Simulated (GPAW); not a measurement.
# A Rh chain with a Cl atom on top of one atom: converging a transmission, part 3 of 3

Wanted: a convergence study of zero-bias transport through a Rh chain with a Cl atom on top of one atom, with run times.

GPAW 26.7.0; GPAW LCAO, PAW setups; Landauer transmission from Green's functions with principal layers (ASE), zero bias.

So far, conductance (G₀): step 2 (base settings) 3.16; step 4 (another cell) 3.16; step 9 (energies [-3, 3, 0.2] eV) 3.11; step 10 (energies [-3, 3, 0.1] eV) 3.15; step 11 (energies [-3, 3, 0.025] eV) 3.11.

### Step 12. Energy step: de = 0.0125

run.py

```python
import json
import numpy as np
from ase import Atoms
from ase.transport.calculators import TransportCalculator
from gpaw import GPAW, FermiDirac
from gpaw.lcao.tools import get_lcao_hamiltonian
from scipy.linalg import eigh

# The junction with lead layers at both ends, along the third cell vector
device = Atoms(
    ['Rh', 'Rh', 'Rh', 'Rh', 'Rh', 'Rh', 'Rh', 'Rh', 'Cl', 'Rh', 'Rh', 'Rh', 'Rh', 'Rh', 'Rh', 'Rh'],
    positions=[
        [4.50000, 4.50000, 1.15000],
        [4.50000, 4.50000, 3.45000],
        [4.50000, 4.50000, 5.75000],
        [4.50000, 4.50000, 8.05000],
        [4.50000, 4.50000, 10.35000],
        [4.50000, 4.50000, 12.65000],
        [4.50000, 4.50000, 14.95000],
        [4.50000, 4.50000, 17.25000],
        [6.44080, 4.50000, 17.25000],
        [4.50000, 4.50000, 19.55000],
        [4.50000, 4.50000, 21.85000],
        [4.50000, 4.50000, 24.15000],
        [4.50000, 4.50000, 26.45000],
        [4.50000, 4.50000, 28.75000],
        [4.50000, 4.50000, 31.05000],
        [4.50000, 4.50000, 33.35000]],
    cell=[[9.0, 0.0, 0.0], [0.0, 9.0, 0.0], [0.0, 0.0, 34.5]],
    pbc=True)

# One principal layer of the lead: the first 5 atoms of the device
lead = Atoms(
    ['Rh', 'Rh', 'Rh', 'Rh', 'Rh'],
    positions=[
        [4.50000, 4.50000, 1.15000],
        [4.50000, 4.50000, 3.45000],
        [4.50000, 4.50000, 5.75000],
        [4.50000, 4.50000, 8.05000],
        [4.50000, 4.50000, 10.35000]],
    cell=[[9.0, 0.0, 0.0], [0.0, 9.0, 0.0], [0.0, 0.0, 11.5]],
    pbc=True)

settings = dict(mode='lcao', basis='dzp', xc='PBE', h=0.2,
                occupations=FermiDirac(0.1), maxiter=250,
                mixer=dict(beta=0.1, nmaxold=8, weight=100.0),
                convergence=dict(density=0.0001))
energies = np.arange(-3, 3 + 1e-9, 0.0125)
eta = 0.0001
n1, n2 = 1, 1
# k and -k transmit alike, so half of the mesh across the current serves
mesh = [(i, j) for i in range(n1) for j in range(n2) if (i, j) <= (-i % n1, -j % n2)]
weights = np.array([1 if (i, j) == (-i % n1, -j % n2) else 2 for i, j in mesh]) / (n1 * n2)


def ground_state(atoms, size, txt):
    atoms.calc = GPAW(kpts={'size': size, 'gamma': True}, symmetry={'tolerance': 1e-3}, txt=txt, **settings)
    atoms.get_potential_energy()
    return atoms.calc.get_fermi_level()


def blocks(atoms, fermi, points, nz, cells):
    """H - E_F S and S between cell 0 and the cells above it, at each point across the current."""
    kz = np.arange(nz) / nz
    calc = atoms.calc.fixed_density(kpts=[(*k, z) for k in points for z in kz], symmetry='off', txt=None)
    H, S = get_lcao_hamiltonian(calc)
    H = (H - fermi * S).reshape(len(H), len(points), nz, *S.shape[1:])
    S = S.reshape(H.shape[1:])
    phases = [np.exp(-2j * np.pi * kz * R) / nz for R in cells]
    return [(np.einsum('skzij,z->ksij', H, p), np.einsum('kzij,z->kij', S, p)) for p in phases]


def pair(a, b):
    return np.block([[a, b], [b.T.conj(), a]])


def count_channels(h, s, cells, nk=240):
    """Half the number of times that the lead's bands cross each energy, unfolded to its shortest repeat."""
    b = len(h) // cells
    bands = []
    for k in (np.arange(nk + 1) + 0.5) / nk:
        hk, sk = h[:b, :b].copy(), s[:b, :b].copy()
        for R in range(1, cells):
            phase, block = np.exp(2j * np.pi * k * R), slice(R * b, (R + 1) * b)
            hk += h[:b, block] * phase + (h[:b, block] * phase).T.conj()
            sk += s[:b, block] * phase + (s[:b, block] * phase).T.conj()
        bands.append(eigh(hk, sk, eigvals_only=True))
    below = np.array(bands)[:, :, None] < energies
    return (below[1:] != below[:-1]).sum((0, 1)) / 2


fermi_lead = ground_state(lead, (1, 1, 10), 'lead.txt')
fermi_device = ground_state(device, (1, 1, 3), 'device.txt')
T, channels, eigen, tail, misfit, shifts = [], [], [], 0.0, 0.0, []
for first in range(0, len(mesh), 434):
    points = [(i / n1, j / n2) for i, j in mesh[first:first + 434]]
    (H0k, S0k), (H1k, S1k), (H2k, _) = blocks(lead, fermi_lead, points, 5, range(3))
    [(Hk, Sk)] = blocks(device, fermi_device, points, 2, [0])
    tail = max(tail, abs(H2k).max())
    for H0, S0, H1, S1, H, S in zip(H0k, S0k, H1k, S1k, Hk, Sk):
        n = len(S0)
        # Shift the lead onto the potential of the device's first layer
        shift = ((H[:, 0, 0] - H0[:, 0, 0]) / S0[0, 0]).real.mean()
        shifts.append(shift)
        misfit = max(misfit, abs(H[:, :n, :n] - H0 - shift * S0).max())
        Tk, Ck, Ek = [], [], []
        for s in range(len(H)):
            t = s % len(H0)  # a lead without moments serves both spins
            h1, s1 = pair(H0[t] + shift * S0, H1[t] + shift * S1), pair(S0, S1)
            leads = dict(h1=h1, s1=s1, energies=energies, eta=eta, eta1=eta, eta2=eta)
            calc = TransportCalculator(h=H[s], s=S, eigenchannels=0, **leads)
            Tk.append(calc.get_transmission())
            Ck.append(count_channels(h1, s1, 10))
        T.append(Tk)
        channels.append(Ck)
        eigen.append(Ek)
T, channels = np.array(T), np.array(channels)
mean, open_channels = np.einsum('kse,k->se', T, weights), np.einsum('kse,k->se', channels, weights)

print(f'basis functions: device {len(S)}, principal layer {n}')
print(f'Fermi level: lead {fermi_lead:.4f} eV, device {fermi_device:.4f} eV; lead shifted by {np.mean(shifts):.4f} eV')
print(f'largest coupling past the next layer {tail:.2e} eV, largest misfit of the first layer {misfit:.3f} eV')
print('  E-E_F (eV)   ' + 'T (one spin)  channels')
for e, t, c in zip(energies, mean.T, open_channels.T):
    print(f'{e:10.3f}  ', *[f'{x:11.4e}' for x in t], *[f'{x:9.4f}' for x in c])

kT = 8.617333e-5 * 300
fine = np.linspace(energies[0], energies[-1], 4001)
both = np.exp(np.interp(fine, energies, np.log(np.maximum(mean.sum(0) * 2 / len(mean), 1e-30))))
fermi = lambda mu: 1 / (1 + np.exp(np.clip((fine - mu) / kT, -200, 200)))
slope = fermi(0) * (1 - fermi(0)) / kT
G = np.trapezoid(both * slope, fine) / 2
seebeck = -np.trapezoid(both * slope * fine, fine) / (2 * G * 300) * 1e6
print(f'conductance at 300 K: {G:.5g} G0 a cell; thermopower {seebeck:.4g} uV/K')
bias = [0.1, 0.2, 0.5, 1.0, 1.5, 2.0]
current = [38.74 * np.trapezoid(both * (fermi(V / 2) - fermi(-V / 2)), fine) for V in bias]
for V, I in zip(bias, current):
    print(f'current from the zero-bias T(E) at {V} V: {I:.5g} uA')
zero = abs(energies).argmin()
json.dump(dict(energies=energies.tolist(), T=mean.tolist(), channels=open_channels.tolist(), G=G, seebeck=seebeck,
               bias=bias, current=current, tail=tail, misfit=misfit, shift=np.mean(shifts), n_device=len(S), n_lead=n,
               fermi=[fermi_lead, fermi_device], energy=device.get_potential_energy(),
               moments=device.get_magnetic_moments().tolist(), mesh=mesh, weights=weights.tolist(),
               T_k=T[:, :, zero].tolist(), eigen=np.array(eigen[0]).tolist()), open('result.json', 'w'))
```

Started as:

```sh
> OMP_NUM_THREADS=1 OPENBLAS_NUM_THREADS=2 python run.py
```

Wall time 6.6 min (2 threads of Intel Xeon Platinum 8259CL at 2.50GHz (Skylake/Cascade Lake), shared host); peak memory 1.4 GiB.

One spin. Table of transmission, zone mean by energy, zero at the Fermi level:

| energy (eV) | transmission, zone mean |
| --- | --- |
| -3.0000 | 2.00 |
| -2.7500 | 1.99 |
| -2.5000 | 1.97 |
| -2.2500 | 2.00 |
| -2.0000 | 2.25 |
| -1.7500 | 2.68 |
| -1.5000 | 2.91 |
| -1.2500 | 2.97 |
| -1.0000 | 3.07 |
| -0.9375 | 4.27 |
| -0.7500 | 3.88 |
| -0.5000 | 4.27 |
| -0.4250 | 4.34 |
| -0.2500 | 4.28 |
| 0.0000 | 3.02 |
| 0.2500 | 2.95 |
| 0.5000 | 2.88 |
| 0.7500 | 2.76 |
| 1.0000 | 2.00 |
| 1.2500 | 0.361 |
| 1.5000 | 0.232 |
| 1.7500 | 0.0191 |
| 2.0000 | 0.494 |
| 2.2500 | 0.978 |
| 2.5000 | 0.993 |
| 2.7500 | 0.969 |
| 3.0000 | 1.38 |

The conductance, 3.10 G₀, lies 1.8 % below that of the base run.

### Step 13. Convergence in the energy step

This step: convergence of the conductance (GPAW 26.7.0).

Table of conductance by energy step:

| energy step (eV) | conductance (G₀) |
| --- | --- |
| 0.0125 | 3.10 |
| 0.0250 | 3.11 |
| 0.0750 | 3.16 |
| 0.1000 | 3.15 |
| 0.2000 | 3.11 |

### Step 14. K-points along the junction cell: kz = 1

The junction cell repeats along the current in the SCF; more points there keep its states from feeling the period.

This step: GPAW LCAO, PAW setups; Landauer transmission from Green's functions with principal layers (ASE), zero bias (GPAW 26.7.0).

Changes to run.py since step 12:

```diff
@@ -47,3 +47,3 @@
                 convergence=dict(density=0.0001))
-energies = np.arange(-3, 3 + 1e-9, 0.0125)
+energies = np.arange(-3, 3 + 1e-9, 0.075)
 eta = 0.0001
@@ -92,3 +92,3 @@
 fermi_lead = ground_state(lead, (1, 1, 10), 'lead.txt')
-fermi_device = ground_state(device, (1, 1, 3), 'device.txt')
+fermi_device = ground_state(device, (1, 1, 1), 'device.txt')
 T, channels, eigen, tail, misfit, shifts = [], [], [], 0.0, 0.0, []
```

Wall time 4.3 min (2 threads); peak memory 1.4 GiB.

Numbers from this step:

* conductance: 3.218 G₀
* largest misfit of the first principal layer: 0.1821 eV
* shift that aligns the lead: 0.02724 eV
* transmission at the Fermi level (one spin): 3.041

One spin. Table of transmission, zone mean by energy, zero at the Fermi level:

| energy (eV) | transmission, zone mean |
| --- | --- |
| -3.00 | 2.01 |
| -2.77 | 1.99 |
| -2.55 | 1.97 |
| -2.40 | 1.98 |
| -2.17 | 2.04 |
| -1.95 | 2.28 |
| -1.73 | 2.68 |
| -1.57 | 2.84 |
| -1.35 | 2.95 |
| -1.12 | 2.89 |
| -0.90 | 3.47 |
| -0.75 | 3.74 |
| -0.53 | 4.16 |
| -0.38 | 4.37 |
| -0.30 | 4.28 |
| -0.07 | 3.90 |
| 0.00 | 3.04 |
| 0.07 | 3.00 |
| 0.30 | 2.95 |
| 0.53 | 2.92 |
| 0.75 | 2.77 |
| 0.90 | 2.64 |
| 1.12 | 0.455 |
| 1.35 | 0.357 |
| 1.57 | 0.225 |
| 1.73 | 0.0843 |
| 1.95 | 0.158 |
| 2.17 | 0.892 |
| 2.40 | 0.999 |
| 2.55 | 0.991 |
| 2.77 | 0.968 |
| 3.00 | 1.40 |

Not self-consistent under bias; the bias window is split evenly. The current through one cell, from the zero-bias transmission by bias:

| bias (V) | current through one cell, from the zero-bias transmission (mA) |
| --- | --- |
| 0.100 | 0.0252 |
| 0.200 | 0.0515 |
| 0.500 | 0.135 |
| 1.000 | 0.275 |
| 1.500 | 0.406 |
| 2.000 | 0.523 |

The conductance, 3.22 G₀, lies 1.8 % above that of the base run.

### Step 15. K-points along the junction cell: kz = 2

Changes to run.py since step 14:

```diff
@@ -92,3 +92,3 @@
 fermi_lead = ground_state(lead, (1, 1, 10), 'lead.txt')
-fermi_device = ground_state(device, (1, 1, 1), 'device.txt')
+fermi_device = ground_state(device, (1, 1, 2), 'device.txt')
 T, channels, eigen, tail, misfit, shifts = [], [], [], 0.0, 0.0, []
```

Run time: 5.3 min. Hardware: 2 threads; peak memory 1.4 GiB.

Numbers from this step:

```
conductance                                 : 3.161 G₀
largest misfit of the first principal layer : 0.04387 eV
shift that aligns the lead                  : 4.51e-4 eV
transmission at the Fermi level (one spin)  : 3.018
```

One spin. Table of transmission, zone mean by energy, zero at the Fermi level:

| energy (eV) | transmission, zone mean |
| --- | --- |
| -3.00 | 2.00 |
| -2.77 | 1.99 |
| -2.55 | 1.98 |
| -2.40 | 1.97 |
| -2.17 | 2.05 |
| -1.95 | 2.33 |
| -1.73 | 2.71 |
| -1.57 | 2.86 |
| -1.35 | 2.96 |
| -1.12 | 2.96 |
| -0.90 | 3.46 |
| -0.75 | 3.72 |
| -0.53 | 4.22 |
| -0.45 | 4.33 |
| -0.30 | 4.25 |
| -0.07 | 3.68 |
| 0.00 | 3.02 |
| 0.07 | 2.99 |
| 0.30 | 2.94 |
| 0.53 | 2.88 |
| 0.75 | 2.76 |
| 0.90 | 2.40 |
| 1.12 | 0.411 |
| 1.35 | 0.316 |
| 1.57 | 0.173 |
| 1.73 | 0.0366 |
| 1.95 | 0.298 |
| 2.17 | 0.928 |
| 2.40 | 0.999 |
| 2.55 | 0.989 |
| 2.77 | 0.967 |
| 3.00 | 1.38 |

Not self-consistent under bias; the bias window is split evenly. Table of current through one cell, from the zero-bias transmission by bias:

| bias (V) | current through one cell, from the zero-bias transmission (mA) |
| --- | --- |
| 0.100 | 0.0247 |
| 0.200 | 0.0504 |
| 0.500 | 0.132 |
| 1.000 | 0.272 |
| 1.500 | 0.403 |
| 2.000 | 0.517 |

The conductance equals that of the base run to 0.2 %.

### Step 16. Varying the k-points along the junction cell: kz = 6

Changes to run.py since step 15:

```diff
@@ -92,3 +92,3 @@
 fermi_lead = ground_state(lead, (1, 1, 10), 'lead.txt')
-fermi_device = ground_state(device, (1, 1, 2), 'device.txt')
+fermi_device = ground_state(device, (1, 1, 6), 'device.txt')
 T, channels, eigen, tail, misfit, shifts = [], [], [], 0.0, 0.0, []
```

The job ended after 6.8 min (2 threads; peak memory 1.4 GiB).

One spin. Transmission, zone mean against energy, zero at the Fermi level:

| energy (eV) | transmission, zone mean |
| --- | --- |
| -3.0000 | 2.00 |
| -2.7750 | 1.99 |
| -2.4750 | 1.97 |
| -2.2500 | 2.00 |
| -2.0250 | 2.20 |
| -1.7250 | 2.71 |
| -1.5000 | 2.91 |
| -1.2750 | 2.96 |
| -0.9750 | 3.05 |
| -0.7500 | 3.76 |
| -0.5250 | 4.21 |
| -0.4500 | 4.33 |
| -0.2250 | 4.28 |
| 0.0000 | 3.02 |
| 0.2250 | 2.95 |
| 0.5250 | 2.88 |
| 0.7500 | 2.76 |
| 0.9750 | 2.12 |
| 1.2750 | 0.351 |
| 1.5000 | 0.234 |
| 1.7250 | 0.0397 |
| 2.0250 | 0.582 |
| 2.2500 | 0.977 |
| 2.4750 | 0.995 |
| 2.7750 | 0.967 |
| 3.0000 | 1.38 |

The conductance equals that of the base run to 0.2 %.

### Step 17. Convergence in the k-points along the junction cell

This step: convergence of the conductance (GPAW 26.7.0).

Table of conductance by k-points along the junction cell:

| k-points along the junction cell | conductance (G₀) |
| --- | --- |
| 1.00 | 3.22 |
| 2.00 | 3.16 |
| 3.00 | 3.16 |
| 6.00 | 3.17 |

### Step 18. Density threshold: conv = 0.1

The Hamiltonian is taken from the last density. The density threshold is one of the tests that end the cycle; the energy must settle too, so a loose value may not be the test that decides.

This step: GPAW LCAO, PAW setups; Landauer transmission from Green's functions with principal layers (ASE), zero bias (GPAW 26.7.0).

Changes to run.py since step 16:

```diff
@@ -46,3 +46,3 @@
                 mixer=dict(beta=0.1, nmaxold=8, weight=100.0),
-                convergence=dict(density=0.0001))
+                convergence=dict(density=0.1))
 energies = np.arange(-3, 3 + 1e-9, 0.075)
@@ -92,3 +92,3 @@
 fermi_lead = ground_state(lead, (1, 1, 10), 'lead.txt')
-fermi_device = ground_state(device, (1, 1, 6), 'device.txt')
+fermi_device = ground_state(device, (1, 1, 3), 'device.txt')
 T, channels, eigen, tail, misfit, shifts = [], [], [], 0.0, 0.0, []
```

It took 2.7 min on 2 threads; peak memory 1.4 GiB.

Numbers from this step:

| Quantity | Value |
| --- | --- |
| conductance | 2.689 G₀ |
| largest misfit of the first principal layer | 0.4230 eV |
| shift that aligns the lead | 0.05677 eV |
| transmission at the Fermi level (one spin) | 2.868 |

One spin. Transmission, zone mean against energy, zero at the Fermi level:

energy (eV), transmission, zone mean and a bar:
```
    -3.00       1.78 ############
    -2.77       1.98 #############
    -2.55       1.91 #############
    -2.40       1.92 #############
    -2.17       1.96 #############
    -1.95       2.06 ##############
    -1.73       2.33 ################
    -1.57       2.58 ##################
    -1.35       2.85 ###################
    -1.12       2.89 ####################
    -0.90       3.71 #########################
    -0.75       3.58 #########################
    -0.68       3.86 ##########################
    -0.53       3.51 ########################
    -0.38       4.36 ##############################
    -0.30       3.51 ########################
    -0.07       2.08 ##############
     0.00       2.87 ####################
     0.07       2.82 ###################
     0.30       2.89 ####################
     0.53       2.98 ####################
     0.75       2.84 ###################
     0.90       2.53 #################
     1.12       0.51 ###
     1.35       0.41 ##
     1.57       0.35 ##
     1.73       0.28 #
     1.95       0.07 
     2.17       0.22 #
     2.40       0.92 ######
     2.55       1.00 ######
     2.77       0.98 ######
     3.00       0.94 ######
```

Not self-consistent under bias; the bias window is split evenly. Table of current through one cell, from the zero-bias transmission by bias:

| bias (V) | current through one cell, from the zero-bias transmission (μA) |
| --- | --- |
| 0.100 | 20.7 |
| 0.200 | 41.1 |
| 0.500 | 108 |
| 1.000 | 237 |
| 1.500 | 365 |
| 2.000 | 480 |

The conductance, 2.69 G₀, lies 15 % below that of the base run. The first layer now differs from the lead by 0.42 eV after a shift of 0.057 eV, a far poorer match of lead and junction than at the start, whatever the conductance shows.

### Step 19. Varying the density threshold: conv = 0.01

Changes to run.py since step 18:

```diff
@@ -46,3 +46,3 @@
                 mixer=dict(beta=0.1, nmaxold=8, weight=100.0),
-                convergence=dict(density=0.1))
+                convergence=dict(density=0.01))
 energies = np.arange(-3, 3 + 1e-9, 0.075)
```

Elapsed: 3.7 min, on 2 threads; peak memory 1.4 GiB.

Numbers from this step:

```
conductance                                 : 3.038 G₀
largest misfit of the first principal layer : 0.1288 eV
shift that aligns the lead                  : 0.01770 eV
transmission at the Fermi level (one spin)  : 2.986
```

One spin. Transmission, zone mean against energy, zero at the Fermi level:

| energy (eV) | transmission, zone mean |
| --- | --- |
| -3.0000 | 2.01 |
| -2.7750 | 1.99 |
| -2.4750 | 1.96 |
| -2.2500 | 2.02 |
| -2.0250 | 2.26 |
| -1.7250 | 2.73 |
| -1.5000 | 2.92 |
| -1.2750 | 2.96 |
| -0.9750 | 3.06 |
| -0.7500 | 3.91 |
| -0.5250 | 4.18 |
| -0.3000 | 4.31 |
| -0.2250 | 4.00 |
| 0.0000 | 2.99 |
| 0.2250 | 2.93 |
| 0.5250 | 2.88 |
| 0.7500 | 2.63 |
| 0.9750 | 1.73 |
| 1.2750 | 0.334 |
| 1.5000 | 0.208 |
| 1.7250 | 0.0159 |
| 2.0250 | 0.686 |
| 2.2500 | 0.987 |
| 2.4750 | 0.994 |
| 2.7750 | 0.966 |
| 3.0000 | 1.52 |

Not self-consistent under bias; the bias window is split evenly. Table of current through one cell, from the zero-bias transmission by bias:

| bias (V) | current through one cell, from the zero-bias transmission (mA) |
| --- | --- |
| 0.100 | 0.0236 |
| 0.200 | 0.0479 |
| 0.500 | 0.126 |
| 1.000 | 0.262 |
| 1.500 | 0.394 |
| 2.000 | 0.504 |

The conductance, 3.04 G₀, lies 3.9 % below that of the base run.

### Step 20. Varying the density threshold: conv = 0.001

Changes to run.py since step 19:

```diff
@@ -46,3 +46,3 @@
                 mixer=dict(beta=0.1, nmaxold=8, weight=100.0),
-                convergence=dict(density=0.01))
+                convergence=dict(density=0.001))
 energies = np.arange(-3, 3 + 1e-9, 0.075)
```

Run time: 4.7 min. Hardware: 2 threads; peak memory 1.4 GiB.

The conductance, 3.17 G₀, lies 0.2 % above that of the base run.

### Step 21. Density threshold: conv = 1e-06

Changes to run.py since step 20:

```diff
@@ -46,3 +46,3 @@
                 mixer=dict(beta=0.1, nmaxold=8, weight=100.0),
-                convergence=dict(density=0.001))
+                convergence=dict(density=1e-06))
 energies = np.arange(-3, 3 + 1e-9, 0.075)
```

Run time: 8.5 min. Hardware: 2 threads; peak memory 1.4 GiB.

The conductance equals that of the base run to 0.2 %.

### Step 22. Convergence in the density threshold

This step: convergence of the conductance (GPAW 26.7.0).

Conductance against log10 of the density threshold:

| log10 of the density threshold | conductance (G₀) |
| --- | --- |
| -6.00 | 3.16 |
| -4.00 | 3.16 |
| -3.00 | 3.17 |
| -2.00 | 3.04 |
| -1.00 | 2.69 |

### Step 23. Results

```json
{"conductance at the base settings": "3.16 G₀", "range over the width of the vacuum box (5 to 13 Å)": "3.15 to 3.16 G₀", "range over the energy step (0.0125 to 0.2 eV)": "3.10 to 3.16 G₀", "range over the k-points along the junction cell (1 to 6)": "3.16 to 3.22 G₀", "range over the density threshold (1.0e-6 to 0.1)": "2.69 to 3.17 G₀"}
```

**Reading.** At the base settings the conductance, averaged at 300 K, is 3.16 G₀. In the width of the vacuum box, no value tried moves the conductance by 3 %. In the energy step, no value tried moves the conductance by 3 %. In the k-points along the junction cell, no value tried moves the conductance by 3 %. In the density threshold, 0.001 already gives the conductance within 3 % of the finest value tried; currents at finite bias may need more. Over the ranges tried, the density threshold moves it most, counted as a ratio. The geometry was built from estimated bond lengths and not relaxed, so the numbers describe this model structure. The run had no spin polarisation, so a magnetic state, which chains and small molecules with open shells often have, wasn't tested. An evenly spaced straight chain is an idealisation: free chains tend to dimerise, zigzag or, where a band edge lies near the Fermi level, turn magnetic. The currents use the zero-bias T(E) throughout, which holds only while the bias is small against the distance to the nearest feature. Within about eight thermal energies of the Fermi level ln T(E) bends sharply from one computed energy to the next, or the lead's channel count changes, so the thermal averages, above all the thermopower, rest on an interpolation that may be rough.

[Logs are printed without paths, hosts, clocks, repeated set-up lines and the standing remarks that a program may print on its own settings, such as how far it seeks lower states.]

[Hosts, paths, dates, database ids (printed as entryN), source tags and the programs' standing remarks are cut or masked in the printed files.]
